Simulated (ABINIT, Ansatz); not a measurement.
# Quasiparticle gap of CsAsF6 (R-3) in ABINIT, part 2 of 2

Wanted: ground state, empty states, screening and self-energy for CsAsF6 (R-3).

ABINIT 10.8.3; PBEsol and many-body steps on it, plane waves. Known limits of the many-body steps: not at the basis limit; no spin-orbit coupling; coarse k mesh.

So far. Step 2 (Ground state): The gap is direct, at Γ. Step 3 (Empty states on the mesh, 2×2×2 mesh, 484 bands): On this mesh the gap is 5.678 eV.

## (4) Screening, 2×2×2 mesh, 440 bands, screening to 217.7 eV

The RPA dielectric matrix is built and inverted for each q.

This step: RPA screening on PBEsol, plane waves, norm-conserving pseudopotentials.

run.abi reads:

```
acell 3*1.0 Angstrom
rprim 
  3.855859826403 2.226181708716 2.622049894613
  -3.855859826403 2.226181708716 2.622049894613
  -0.000000000000 -4.452363417478 2.622049894574
ntypat 3
znucl 55 33 9
natom 8
typat 1 2 3 3 3 3 3 3
xred 
  0.500000000000 0.500000000000 0.500000000000
  -0.000000000000 -0.000000000000 -0.000000000000
  0.189597360000 0.275478300000 0.922344570000
  0.275478300000 0.922344570000 0.189597360000
  0.077655430000 0.810402640000 0.724521700000
  0.724521700000 0.077655430000 0.810402640000
  0.810402640000 0.724521700000 0.077655430000
  0.922344570000 0.189597360000 0.275478300000
pp_dirpath "pseudos"
pseudos "Cs.upf, As.upf, F.upf"
ecut 44
ngkpt 2 2 2
nshiftk 1
shiftk 0 0 0
kptopt 1
chksymbreak 0
istwfk *1
occopt 1
irdwfk 1
optdriver 3
nband 440
ecuteps 8
inclvkb 2
awtr 1
symchi 1
indata_prefix "in"
outdata_prefix "out"
tmpdata_prefix "tmp"
```

Started as:

```bash
$ OMP_NUM_THREADS=1 mpirun -n 8 abinit run.abi > log
```

Numbers of over 12 decimals in the logs are rounded to 6 here.

What it wrote:

```text
.Version 10.8.3 of ABINIT. v10.8.2 released Aug 2026.

 Symmetries : space group R-3 (#148); Bravais hR (rhombohedral)
[... echo of the input left out ...]
== DATASET  1 ==================================================================
-   mpi_nproc: 8, omp_nthreads: 1 (-1 if OMP is not activated)

--- !DatasetInfo
iteration_state: {dtset: 1, }
dimensions: {natom: 8, nkpt: 4, mband: 440, nsppol: 1, nspinor: 1, nspden: 1, mpw: 12752, }
cutoff_energies: {ecut:  44.0, pawecutdg:  -1.0, }
electrons: {nelect:   7.40000000E+01, charge:   0.00000000E+00, occopt:   1.00000000E+00, tsmear:   1.00000000E-02, }

 SCREENING: Calculation of the susceptibility and dielectric matrices

 Based on a program developped by R.W. Godby, V. Olevano, G. Onida, and L. Reining.
 Incorporated in ABINIT by V. Olevano, G.-M. Rignanese, and M. Torrent.
.Using double precision arithmetic ; gwpc =  8

[... cell and pseudopotentials left out ...]
--------------------------------------------------------------------------------

 ==== K-mesh for the wavefunctions ====
 Number of points in the irreducible wedge :     4
[... list of points left out ...]
 Together with  6 symmetry operations and time-reversal symmetry
 yields     8 points in the full Brillouin Zone.

 ==== Q-mesh for the screening function ====
 Number of points in the irreducible wedge :     4
[... list of points left out ...]
 Together with  6 symmetry operations and time-reversal symmetry
 yields     8 points in the full Brillouin Zone.

 setmesh: FFT mesh size selected  =    45x   45x   45
          total number of points  =        91125

 vcoul_init : cutoff-mode = AUXILIARY_FUNCTION
 q-points for optical limit:   1
     1)      0.000010    0.000020    0.000030

- screening: taking advantage of time-reversal symmetry
- Maximum band index for partially occupied states nbvw = 37
- Remaining bands to be divided among processors   nbcw = 403
- Number of bands treated by each node ~50

 Number of electrons calculated from density =   74.0000; Expected =   74.0000
 average of density, n =  0.081201
 r_s =    1.4326
 omega_plasma =   27.4876 [eV]

 calculating chi0 at frequencies [eV] :
  1    0.000000E+00    0.000000E+00
  2    0.000000E+00    2.748756E+01

--------------------------------------------------------------------------------
  q-point number  1        q = ( 0.000000, 0.000000, 0.000000) [r.l.u.]
--------------------------------------------------------------------------------
[... chi0 elements left out ...]
 For q-point:  0.000010 0.000020 0.000030
  dielectric constant =   2.0194
  dielectric constant without local fields =   2.3083

  Average fulfillment of the sum rule on Im[epsilon] for q-point    1 :     66.10  [%]
[... wings left out ...]
  q-point number  2        q = ( 0.500000, 0.000000, 0.000000) [r.l.u.]
--------------------------------------------------------------------------------
[... chi0 elements left out ...]
  Average fulfillment of the sum rule on Im[epsilon] for q-point    2 :     69.40  [%]

 [... 2 further q-points ...]
```

Elapsed: 4.1 min, on 8 MPI ranks of Arm Neoverse V2, shared host; peak memory 6.7 GiB; 33 min of CPU time.

Numbers from this step:

* ε∞ with local fields, on this mesh, along the program's q direction: 2.019
* the same without local fields: 2.308
* plasma frequency: 27.49 eV
* plane waves in the screening matrix: 991

Local fields lower ε∞ by 13 %. On a Γ-centred mesh this coarse the value itself is usually too large, while a short band sum pulls it down.

## (5) Self-energy, 2×2×2 mesh, 440 bands, screening to 217.7 eV

The self-energy is evaluated for the states that the input lists, and the levels follow from it, in one-shot runs by the linearised quasiparticle equation.

This step: G0W0 on PBEsol, plane waves, norm-conserving pseudopotentials.

run.abi, as its differences from that of step 4:

```diff
@@ -29,8 +29,15 @@
 irdwfk 1
-optdriver 3
+optdriver 4
 nband 440
+gwcalctyp 0
+ecutsigx 44
+symsigma 1
+nkptgw 1
+kptgw 
+  0.0000000000 0.0000000000 0.0000000000
+bdgw 
+  35 39
 ecuteps 8
-inclvkb 2
-awtr 1
-symchi 1
+irdscr 1
+ppmodel 1
 indata_prefix "in"
```

What it wrote:

```text
.Version 10.8.3 of ABINIT. v10.8.2 released Aug 2026.

 Symmetries : space group R-3 (#148); Bravais hR (rhombohedral)
[... echo of the input left out ...]
== DATASET  1 ==================================================================
-   mpi_nproc: 8, omp_nthreads: 1 (-1 if OMP is not activated)

--- !DatasetInfo
iteration_state: {dtset: 1, }
dimensions: {natom: 8, nkpt: 4, mband: 440, nsppol: 1, nspinor: 1, nspden: 1, mpw: 12752, }
cutoff_energies: {ecut:  44.0, pawecutdg:  -1.0, }
electrons: {nelect:   7.40000000E+01, charge:   0.00000000E+00, occopt:   1.00000000E+00, tsmear:   1.00000000E-02, }

 SIGMA: Calculation of the GW corrections

 Based on a program developped by R.W. Godby, V. Olevano, G. Onida, and L. Reining.
 Incorporated in ABINIT by V. Olevano, G.-M. Rignanese, and M. Torrent.
.Using double precision arithmetic ; gwpc =  8

[... cell and pseudopotentials left out ...]
--------------------------------------------------------------------------------

 ==== K-mesh for the wavefunctions ====
 Number of points in the irreducible wedge :     4
[... list of points left out ...]
 Together with  6 symmetry operations and time-reversal symmetry
 yields     8 points in the full Brillouin Zone.

 ==== Q-mesh for screening function ====
 Number of points in the irreducible wedge :     4
[... list of points left out ...]
 Together with  6 symmetry operations and time-reversal symmetry
 yields     8 points in the full Brillouin Zone.

 vcoul_init : cutoff-mode = AUXILIARY_FUNCTION
 q-points for optical limit:   1
     1)      0.000010    0.000020    0.000030
 setmesh: FFT mesh size selected  =    60x   60x   60
          total number of points  =       216000

 Number of electrons calculated from density =   74.0000; Expected =   74.0000
 average of density, n =  0.081201
 r_s =    1.4326
 omega_plasma =   27.4876 [eV]

 === KS Band Gaps ===
  >>>> For spin  1
   Minimum direct gap =   5.6780 [eV], located at k-point      :   0.0000  0.0000  0.0000
   Fundamental gap    =   5.6780 [eV], Top of valence bands at :   0.0000  0.0000  0.0000
                                       Bottom of conduction at :   0.0000  0.0000  0.0000
 SIGMA fundamental parameters:
 PLASMON POLE MODEL  1
 number of plane-waves for SigmaX                12717
 number of plane-waves for SigmaC and W            991
 number of plane-waves for wavefunctions         12717
 number of bands                                   440
 number of independent spin polarizations            1
 number of spinorial components                      1
 number of k-points in IBZ                           4
 number of q-points in IBZ                           4
 number of symmetry operations                       6
 number of k-points in BZ                            8
 number of q-points in BZ                            8
 number of frequencies for dSigma/dE                 9
 frequency step for dSigma/dE [eV]                0.25
 number of omega for Sigma on real axis              0
 max omega for Sigma on real axis  [eV]           0.00
 zcut for avoiding poles [eV]                     0.10

 EPSILON^-1 parameters (SCR file):
 dimension of the eps^-1 matrix on file            991
 dimension of the eps^-1 matrix used               991
 number of plane-waves for wavefunctions         12717
 number of bands                                   440
 number of q-points in IBZ                           4
 number of frequencies                               2
 number of real frequencies                          1
 number of imag frequencies                          1

 matrix elements of self-energy operator (all in [eV])

 Perturbative Calculation

--- !SelfEnergy_ee
iteration_state: {dtset: 1, }
kpoint     : [   0.000,    0.000,    0.000, ]
spin       : 1
KS_gap     :    5.678
QP_gap     :   10.261
Delta_QP_KS:    4.583
data: !SigmaeeData |
     Band     E0 <VxcDFT>   SigX SigC(E0)      Z dSigC/dE  Sig(E)    E-E0       E
       35  -1.889 -22.522 -30.392   5.038   0.811  -0.234 -24.818  -2.296  -4.184
       36  -1.889 -22.522 -30.392   5.038   0.811  -0.234 -24.818  -2.296  -4.184
       37  -1.636 -22.969 -30.875   5.102   0.810  -0.234 -25.241  -2.272  -3.908
       38   4.042 -18.327 -13.375  -2.262   0.859  -0.164 -16.016   2.311   6.353
       39   8.175 -11.625  -6.779  -2.836   0.882  -0.134  -9.853   1.772   9.947

== END DATASET(S) ==============================================================
================================================================================

 -outvars: echo values of variables after computation  --------
           etotal      0.0000000000E+00
            nband         440
             nkpt           4
          spgroup         148
 [... the other variables as echoed above ...]

 Calculation completed.
```

Wall time 47 s (8 MPI ranks); peak memory 5.6 GiB; 6.2 min of CPU time.

Numbers from this step:

```yaml
g0w0_gap_on_the_points_computed: 10.26 eV
starting_gap_on_the_mesh: 5.678 eV
k_of_the_valence_top: 0, 0, 0
k_of_the_conduction_bottom: 0, 0, 0
z_at_the_valence_top: 0.81
z_at_the_conduction_bottom: 0.859
least_direct_g0w0_gap_on_the_computed_points: 10.26 eV
```

The gap on the mesh goes from 5.68 eV to 10.26 eV, a correction of +4.58 eV.

Limits: finite bands, cutoff and mesh; no spin-orbit coupling; coarse k mesh. v1 is the top filled band, c1 the lowest empty one. Levels before and after the correction, in eV, zero at the valence-band top of each column:

|  | conduction bottom | valence top |
| --- | --- | --- |
| Kohn-Sham | 5.68 | 0.00 |
| G0W0 | 10.26 | 0.00 |

|  | level | energy (eV) |
| --- | --- | --- |
| Kohn-Sham | Γ v3-v2 | -0.253 |
| Kohn-Sham | Γ v1 | 0.000 |
| Kohn-Sham | Γ c1 | 5.678 |
| Kohn-Sham | Γ c2 | 9.811 |
| G0W0 | Γ v3-v2 | -0.276 |
| G0W0 | Γ v1 | 0.000 |
| G0W0 | Γ c1 | 10.261 |
| G0W0 | Γ c2 | 13.855 |

## (6) Where the time went

Times are wall times on 8 MPI ranks of Arm Neoverse V2, shared host, good to a factor of about two.

| step | time | share | memory (GiB) |
| --- | --- | --- | --- |
| ground state | 69 s | 9 % | 1 |
| empty states on the mesh | 6.9 min | 53 % | 1.3 |
| screening | 4.1 min | 32 % | 6.7 |
| self-energy | 47 s | 6 % | 5.6 |

## (7) Summary of results

```yaml
pbesol_gap: 5.68 eV, direct
g0w0_gap_on_the_mesh: 10.26 eV
gw_settings: 2×2×2 mesh, 440 bands, screening to 217.7 eV, Godby-Needs plasmon pole
known_limits: not at the basis limit; no spin-orbit coupling; coarse k mesh
```

**Reading.** G0W0 moves the gap on the mesh from 5.68 eV to 10.26 eV (+4.58 eV), with Z of 0.81 and 0.86 at the edges. Local fields lower the RPA ε∞ on this mesh from 2.31 to 2.02; a Γ-centred mesh this coarse tends to raise both, most where the direct gap is narrow, while a short band sum lowers them. Only 1 of the mesh's irreducible points was corrected, so a valley elsewhere could overtake. The dearest step here is «empty states on the mesh». Bands and cutoff are finite, so the gap is not at the basis limit. The miss can reach some tenths of an eV and take either sign; the mesh is an error of its own. In the G0W0 run levels were corrected at 1 k point alone, so a gap called «on the mesh» is the least over those, and an edge elsewhere would be missed. The 2×2×2 mesh is coarse for this cell, which bears on the long-range parts of exchange and screening. The many-body steps are scalar-relativistic: spin-orbit coupling is not in them.

[Paths, hosts, dates, memory and timing lines, banners, echoed tables and standing remarks are left out of the program output.]

[Logs are printed without paths, hosts, clocks, repeated set-up lines and the standing remarks that a program may print on its own settings, such as how far it seeks lower states.]

[Runs of the session that timed out or met a known fault of the program may be left out.]

[Hosts, paths, dates, database ids (printed as entryN), source tags and the programs' standing remarks are cut or masked in the printed files.]

[G0W0 gaps are taken among the corrected bands and points alone; a level outside them can change the order at an edge.]

[Where Ansatz stands beside ABINIT at settings called matched, ABINIT's density can come from a denser mesh and the files from another edition; pairs whose starting gaps differed by over 0.03 eV were left out, so agreement reads better than it is.]
